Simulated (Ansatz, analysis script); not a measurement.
## Free-standing square Pd monolayer, spacing 2.603 Å: where the moment collapses

How do the moments of a free-standing square Pd monolayer, spacing 2.603 Å answer to compression and expansion?

Calculated with Ansatz 0.2.0; PBE, PAW set soft_1.

Report form: the programs' logs are mostly left out.

## (1) Set-up

The cell holds 1 atom: 1 Pd. Cell: a = 2.603 Å, b = 2.603 Å, c = 14.000 Å, α = 90.0°, β = 90.0°, γ = 90.0°. An idealised lattice of chosen spacing, in vacuum. Vacuum lies along c.

## (2) Two spin channels first

A collinear run comes first: it shows whether moments survive, and how large they are.

File input.yaml:

```yaml
crystal:
  lattice:
    - [2.603, 0.0, 0.0]
    - [0.0, 2.603, 0.0]
    - [0.0, 0.0, 14.0]
  atoms:
    - { symbol: Pd, position: [0.0, 0.0, 0.5], spin: 0.6 }
magnetization:
  spin_polarized: true
kpoints:
  mp_grid: { grid: [17, 17, 1] }
hamiltonian:
  xc: pbe
  pseudopotentials: { kind: paw, azcp: { folder: soft_1 } }
scf:
  occupations: { method: fermi_dirac, width: 0.05 }
  max_iter: 120
  convergence: { dr2_threshold: 1.0e-08 }
  lower_state_search: "off"
output:
  write_density: true
  write_potential: true
  elf: true
  volumetric_format: npy
```

Command:

```console
ansatz run input.yaml --threads 2 --pin off --max-ram 5120MiB --backend cpu --events-out ev --progress --plain --runs-dir out
```

Run time: 20 s. Hardware: 2 threads of Intel Xeon at 2.50GHz (Skylake/Cascade Lake), shared host; peak memory 0.41 GiB; 22 s of CPU time.

Spin moment in the atom's sphere by atom:

```csv
atom,spin moment in the atom's sphere (μB)
Pd1,0.273
```

The run ends ferromagnetic, with a net moment of 0.283 μB a cell. With one Pd atom carrying the moment, parallel order of its images is forced by the cell, not found.

Spin density in the ca plane at fractional y = 0.000, with atoms of Pd within 0.2 Å of it.

Values in e/Å³, 5 rows by 16 columns, each cell a mean:
```
0.00 0.00 0.00 0.00 0.00 0.00 0.00 0.08 0.10 0.01 0.00 0.00 0.00 0.00 0.00 0.00
0.00 0.00 0.00 0.00 0.00 0.00 0.00 0.01 0.01 0.00 0.00 0.00 0.00 0.00 0.00 0.00
0.00 0.00 0.00 0.00 0.00 0.00 0.00 0.00 0.00 0.00 0.00 0.00 0.00 0.00 0.00 0.00
0.00 0.00 0.00 0.00 0.00 0.00 0.00 0.03 0.03 0.00 0.00 0.00 0.00 0.00 0.00 0.00
0.00 0.00 0.00 0.00 0.00 0.00 0.00 0.08 0.12 0.00 0.00 0.00 0.00 0.00 0.00 0.00
```
Columns run along c (14.0 Å), rows up along a (2.6 Å). Atoms in or near the plane, at fractional coordinates: Pd at (0.50, 0.00).

Valence density in the ca plane at fractional y = 0.000, with atoms of Pd within 0.2 Å of it. It is the smooth field of the valence electrons, not physical close to the nuclei.

Values in units of 1e0 e/Å³, 5 rows by 16 columns, each cell a mean:
```
0.0 0.0 0.0 0.0 0.0 0.0 0.2 5.0 7.4 0.4 0.0 0.0 0.0 0.0 0.0 0.0
0.0 0.0 0.0 0.0 0.0 0.0 0.1 0.8 1.2 0.1 0.0 0.0 0.0 0.0 0.0 0.0
0.0 0.0 0.0 0.0 0.0 0.0 0.1 0.3 0.4 0.1 0.0 0.0 0.0 0.0 0.0 0.0
0.0 0.0 0.0 0.0 0.0 0.0 0.1 1.8 2.7 0.2 0.0 0.0 0.0 0.0 0.0 0.0
0.0 0.0 0.0 0.0 0.0 0.0 0.2 6.7 9.8 0.5 0.0 0.0 0.0 0.0 0.0 0.0
```
Columns run along c (14.0 Å), rows up along a (2.6 Å). Atoms in or near the plane, at fractional coordinates: Pd at (0.50, 0.00).

ELF in the ca plane at fractional y = 0.000, with atoms of Pd within 0.2 Å of it. It is the smooth field of the valence electrons, not physical close to the nuclei.

Values, 5 rows by 16 columns, each cell a mean:
```
0.00 0.00 0.00 0.00 0.01 0.06 0.20 0.39 0.37 0.26 0.09 0.01 0.00 0.00 0.00 0.00
0.00 0.00 0.00 0.00 0.00 0.04 0.14 0.28 0.31 0.17 0.06 0.01 0.00 0.00 0.00 0.00
0.00 0.00 0.00 0.00 0.00 0.03 0.12 0.20 0.21 0.14 0.05 0.01 0.00 0.00 0.00 0.00
0.00 0.00 0.00 0.00 0.01 0.05 0.16 0.35 0.37 0.20 0.07 0.01 0.00 0.00 0.00 0.00
0.00 0.00 0.00 0.00 0.01 0.07 0.22 0.38 0.34 0.28 0.09 0.01 0.00 0.00 0.00 0.00
```
Columns run along c (14.0 Å), rows up along a (2.6 Å). Atoms in or near the plane, at fractional coordinates: Pd at (0.50, 0.00).

## (3) Denser mesh

Levels at the Fermi energy are partly filled, so moments and energy differences can hang on the k-mesh, and the state is solved again on a denser one.

input.yaml, the sections that differ from step 2:

```yaml
crystal:
  lattice:
    - [2.603, 0.0, 0.0]
    - [0.0, 2.603, 0.0]
    - [0.0, 0.0, 14.0]
  atoms:
    - { symbol: Pd, position: [0.0, 0.0, 0.5], spin: 0.27 }
kpoints:
  mp_grid: { grid: [21, 21, 1] }
basis:
  ecutwfc: 420.0
checkpoint:
  read: start
  write: ck
  compress: false
  write_wavefunctions: false
  write_every: 100000
# magnetization, hamiltonian, scf: as in step 2
# output: removed
```

It took 14 s on 2 threads; peak memory 0.41 GiB.

Spin moment in the atom's sphere by atom:

```csv
atom,spin moment in the atom's sphere (μB)
Pd1,0.251
```

The run ends ferromagnetic, with a net moment of 0.259 μB a cell, against 0.283 μB on the first mesh.

The cell's area in the plane is scaled by the factor named; fractional positions stay, and energies count from the lowest run.

## (4) Factor 0.8, typed moments

Three starts at each size show whether high-spin, low-spin and non-magnetic states coexist. One mesh, built for the smallest cell, and one cutoff serve all sizes, so that energies can be subtracted.

input.yaml, the sections that differ from step 3:

```yaml
crystal:
  lattice:
    - [2.32819398, 0.0, 0.0]
    - [0.0, 2.32819398, 0.0]
    - [0.0, 0.0, 14.0]
  atoms:
    - { symbol: Pd, position: [0.0, 0.0, 0.5], spin: 0.6 }
kpoints:
  mp_grid: { grid: [22, 22, 1] }
output:
  stress: true
# magnetization, hamiltonian, scf, basis: as in step 3
# checkpoint: removed
```

Command:

```console
ansatz run input.yaml --threads 1 --pin off --max-ram 2560MiB --backend cpu --events-out ev --progress --plain --runs-dir out
```

It took 28 s on 1 thread; peak memory 0.41 GiB.

It ends non-magnetic, with 0 μB on the largest site.

## (5) Factor 0.8, starting moments cut to 30 %

The density is converged from the given moments; the state reached depends on that start.

Changes to input.yaml since step 4:

```diff
@@ -6,3 +6,3 @@
   atoms:
-    - { symbol: Pd, position: [0.0, 0.0, 0.5], spin: 0.6 }
+    - { symbol: Pd, position: [0.0, 0.0, 0.5], spin: 0.18 }
 magnetization:
```

Wall time 28 s (1 thread); peak memory 0.4 GiB.

It ends non-magnetic, with 0 μB on the largest site.

## (6) Factor 0.94, typed moments

input.yaml, the sections that differ from step 5:

```yaml
crystal:
  lattice:
    - [2.52370213, 0.0, 0.0]
    - [0.0, 2.52370213, 0.0]
    - [0.0, 0.0, 14.0]
  atoms:
    - { symbol: Pd, position: [0.0, 0.0, 0.5], spin: 0.6 }
# magnetization, kpoints, hamiltonian, scf, basis, output: as in step 5
```

It took 30 s on 1 thread; peak memory 0.43 GiB.

It ends ferromagnetic, with 0.219 μB on the largest site.

## (7) Factor 1.07, typed moments

Changes to input.yaml since step 6:

```diff
@@ -2,4 +2,4 @@
   lattice:
-    - [2.52370213, 0.0, 0.0]
-    - [0.0, 2.52370213, 0.0]
+    - [2.69256414, 0.0, 0.0]
+    - [0.0, 2.69256414, 0.0]
     - [0.0, 0.0, 14.0]
```

Run time: 33 s. Hardware: 1 thread; peak memory 0.45 GiB.

It ends ferromagnetic, with 0.321 μB on the largest site.

## (8) Factor 1.25, typed moments

Changes to input.yaml since step 7:

```diff
@@ -2,4 +2,4 @@
   lattice:
-    - [2.69256414, 0.0, 0.0]
-    - [0.0, 2.69256414, 0.0]
+    - [2.91024247, 0.0, 0.0]
+    - [0.0, 2.91024247, 0.0]
     - [0.0, 0.0, 14.0]
```

The job ended after 38 s (1 thread; peak memory 0.48 GiB).

It ends ferromagnetic, with 0.345 μB on the largest site.

## (9) Factor 1.36, no spin

input.yaml, the sections that differ from step 8:

```yaml
crystal:
  lattice:
    - [3.03559356, 0.0, 0.0]
    - [0.0, 3.03559356, 0.0]
    - [0.0, 0.0, 14.0]
  atoms:
    - { symbol: Pd, position: [0.0, 0.0, 0.5] }
scf:
  occupations: { method: fermi_dirac, width: 0.05 }
  max_iter: 120
  convergence: { dr2_threshold: 1.0e-08 }
# kpoints, hamiltonian, basis, output: as in step 8
# magnetization: removed
```

Run time: 15 s. Hardware: 1 thread; peak memory 0.42 GiB.

This is the reference without moments at this size.

18 more runs differ from these in the same keys alone and are tabled below.

## (10) The curves

```csv
factor,E typed (meV/atom),E small,E no spin,"largest moment, typed (μB)",small,"state, typed","state, small"
0.8,422.9,422.9,422.9,0.00,0.00,non-magnetic,non-magnetic
0.87,95.5,95.5,95.5,0.00,0.00,non-magnetic,non-magnetic
0.94,0.0,0.0,0.5,0.22,0.22,ferromagnetic,ferromagnetic
1,22.9,22.9,24.5,0.28,0.28,ferromagnetic,ferromagnetic
1.07,118.5,118.5,121.3,0.32,0.32,ferromagnetic,ferromagnetic
1.15,274.9,274.9,278.8,0.34,0.34,ferromagnetic,ferromagnetic
1.25,497.2,497.2,501.8,0.35,0.35,ferromagnetic,ferromagnetic
1.36,741.7,741.7,745.7,0.33,0.33,ferromagnetic,ferromagnetic
```

## (11) What came out

* lowest run: factor 0.94, typed moments
* largest moment, typed start: 0 μB at 0.8 to 0.333 μB at 1.36
* gain by magnetism: 0.0 to 4.6 meV/atom

**Reading.** From a factor of 0.8 to 1.36 the largest moment goes from 0 to 0.333 μB. Where moments appear they stay small, near their onset, where mesh and smearing decide. Site moments are taken in spheres that grow with the cell. Both magnetic starts, which share one pattern of signs, end on one state at every size; other orders were not tried. The cell's shape and the atoms were not relaxed. The 24 scaled-cell runs took 11 min of wall time, added up.

[Logs and program files are shortened in this print: banners, set-up blocks, solver, clock and traceback lines can be left out without a mark of their own.]

[Logs are printed without paths, hosts, clocks, repeated set-up lines and the standing remarks that a program may print on its own settings, such as how far it seeks lower states.]

[Hosts, paths, dates, database ids (printed as entryN), source tags and the programs' standing remarks are cut or masked in the printed files.]

[Where the input sets lower_state_search to off, the program did not look for lower states, so one may exist.]
